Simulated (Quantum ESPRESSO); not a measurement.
# AlN (F-43m): from the cell to the phonon bands

Wanted: phonon bands, density of states and zone-centre response of AlN (F-43m).

Method: DFT LDA, scalar-relativistic, plane waves, PseudoDojo norm-conserving pseudopotentials, in Quantum ESPRESSO 7.5.

**1. Set-up**

It takes space group F-43m (No. 216, cubic). Conventional cell: a = 4.368 Å, b = 4.368 Å, c = 4.368 Å, α = 90.00°, β = 90.00°, γ = 90.00°. Al has 4 N at 1.89 Å nearest. Nearest to N lie 4 Al at 1.89 Å. Farther neighbours and most contacts between anions are not listed.

**2. A first look**

A cheap run with smearing and empty bands tells whether the crystal has a gap, which decides between fixed occupations and smearing later on.

probe.in

```
 &control
    calculation='scf',
    prefix='x',
    outdir='./tmp',
    pseudo_dir='./pseudo',
    tprnfor=.true.,
    tstress=.true.,
    verbosity='high',
 /
 &system
    ibrav=2,
    celldm(1)=8.25429937,
    nat=2,
    ntyp=2,
    ecutwfc=84.0,
    occupations='smearing',
    smearing='gaussian',
    degauss=0.01,
 /
 &electrons
    conv_thr=1.0d-07,
    mixing_beta=0.7,
    electron_maxstep=100,
 /
ATOMIC_SPECIES
 Al     26.9815  Al.upf
 N      14.0070  N.upf
ATOMIC_POSITIONS crystal
 Al     0.000000000   0.000000000   0.000000000
 N      0.750000000   0.750000000   0.750000000
K_POINTS automatic
 8 8 8 0 0 0
```

Started as:

```console
> OMP_NUM_THREADS=1 mpirun -n 4 pw.x -nk 4 -in probe.in > probe.out
```

Planned after this: relaxation; self-consistent run for the response; linear response on the mesh; force constants in real space; dispersion; sums over the zone; modes with the sum rule; sum rules set otherwise: a sum rule for molecules or wires on a crystal; sum rules set otherwise (asr crystal); the LO-TO splitting (1 0 0); the dispersion under another sum rule (asr crystal). Settings of the main run: cutoff 84 Ry, 8×8×8 k-mesh, fixed occupations, response threshold 1.00e-18, field response on, 4×4×4 q-mesh.

**Question.** What will these runs give for the highest mode moved by the LO-TO term?

AlN (F-43m) is dynamically stable on the 4×4×4 mesh; its spectrum reaches 906 cm⁻¹. At the LDA level the optical modes of AlN (F-43m) at the zone centre (no LO-TO term) lie at 670 cm⁻¹. Along the directions run, the highest mode that the macroscopic field moves lies at 906 cm⁻¹.

```
volume per atom                                                    : 10.2 Å³
gap on the k-mesh                                                  : 3.27 eV
highest optical zone-centre mode (no LO-TO term)                   : 669.5 cm⁻¹
highest mode moved by the LO-TO term                               : 906.3 cm⁻¹
mean high-frequency dielectric constant                            : 4.5
largest Born charge in size (third of the trace)                   : 2.53 e
mean static dielectric constant                                    : 8.25
lowest mode on the q mesh (acoustic ones at the zone centre apart) : 165.4 cm⁻¹
heat capacity at 300 K                                             : 15.0 J/(mol atoms K)
imaginary modes on the q mesh                                      : none
```

Lattice motion raises the mean dielectric constant from 4.5 to 8.247. The Born charge of Al is 2.528 e against a formal charge of +3, somewhat under it. The Lyddane-Sachs-Teller relation holds: (ωLO/ωTO)² is 1.83 and ε₀/ε∞ is 1.83. These are harmonic frequencies at zero temperature: anharmonic shifts and linewidths and thermal expansion are left out. The structure comes from a database and need not be the phase that is stable at ambient conditions.

[Host names and launcher messages were left out of these logs when they were recorded.]

[Logs are printed without paths, hosts, clocks, repeated set-up lines and the standing remarks that a program may print on its own settings, such as how far it seeks lower states.]

[Hosts, paths, dates, database ids (printed as entryN), source tags and the programs' standing remarks are cut or masked in the printed files.]
